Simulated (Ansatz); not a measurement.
An input for Ansatz 0.2.0 (YPO4 (I4_1/amd)):

```yaml
crystal:
  lattice:
    - [-3.44735, 3.44735, 3.0138]
    - [3.44735, -3.44735, 3.0138]
    - [3.44735, 3.44735, -3.0138]
  atoms:
    - { symbol: "Y", position: [0.75, 0.25, 0.5] }
    - { symbol: "Y", position: [0.0, 0.0, 0.0] }
    - { symbol: P, position: [0.5, 0.5, 0.0] }
    - { symbol: P, position: [0.25, 0.75, 0.5] }
    - { symbol: O, position: [0.1661, 0.3408, 0.8253] }
    - { symbol: O, position: [0.0908, 0.7655, 0.6747] }
    - { symbol: O, position: [0.5155, 0.3408, 0.1747] }
    - { symbol: O, position: [0.0908, 0.4161, 0.3253] }
    - { symbol: O, position: [0.5839, 0.9092, 0.6747] }
    - { symbol: O, position: [0.6592, 0.8339, 0.1747] }
    - { symbol: O, position: [0.2345, 0.9092, 0.3253] }
    - { symbol: O, position: [0.6592, 0.4845, 0.8253] }
kpoints:
  mp_grid: { grid: [4, 4, 4] }
  band_path:
    path:
      - [0.0, 0.0, 0.0]
      - [0.0, 0.0, 0.5]
      - [-0.5, 0.5, 0.5]
      - [0.44107247, 0.44107247, -0.44107247]
      - [-0.44107247, 0.55892753, 0.44107247]
      - [0.25, 0.25, 0.25]
      - [0.0, 0.5, 0.0]
      - [0.0, 0.0, 0.35]
      - [0.0, 0.0, 0.1666666667]
    npoints: 1
hamiltonian:
  xc: hse06
scf:
  occupations: { method: fixed }
  n_extra_bands: 16
magnetization:
  noncollinear: true
  spin_orbit: true
output:
  eigenvalues: true
```

The database entry behind the starting cell differs from later determinations by our own check (impure mineral, about 0.2 % long), so it need not match the best structure at ambient conditions.

```sh
ansatz run input.yaml --threads 24 --pin off --max-ram 82944MiB --backend cuda --events-out ev --progress --plain --runs-dir out --devices 1 --max-vram 78GiB
```

Q: Estimate wall time and host memory on 1 × NVIDIA GB200 (shared by 2 runs) with 24 threads of Arm Neoverse V2, shared host.

It took 22 s; on shared hardware allow 11 s to 44 s. Peak host memory was 3.0 GiB. The sizes that set the cost: 2783 plane waves a state, 13 irreducible k points and 14 SCF cycles.

Exact exchange couples every pair of k points and filled bands, so it costs far more than a semilocal run.

[Paths, hosts, dates, memory and timing lines, banners, echoed tables and standing remarks are left out of the program output.]

[Logs are printed without paths, hosts, clocks, repeated set-up lines and the standing remarks that a program may print on its own settings, such as how far it seeks lower states.]

[Runs of the session that timed out or met a known fault of the program may be left out.]

[Cells called generated may have been cut or substituted from an entry of the Crystallography Open Database or the Materials Project.]

[Hosts, paths, dates, database ids (printed as entryN), source tags and the programs' standing remarks are cut or masked in the printed files.]
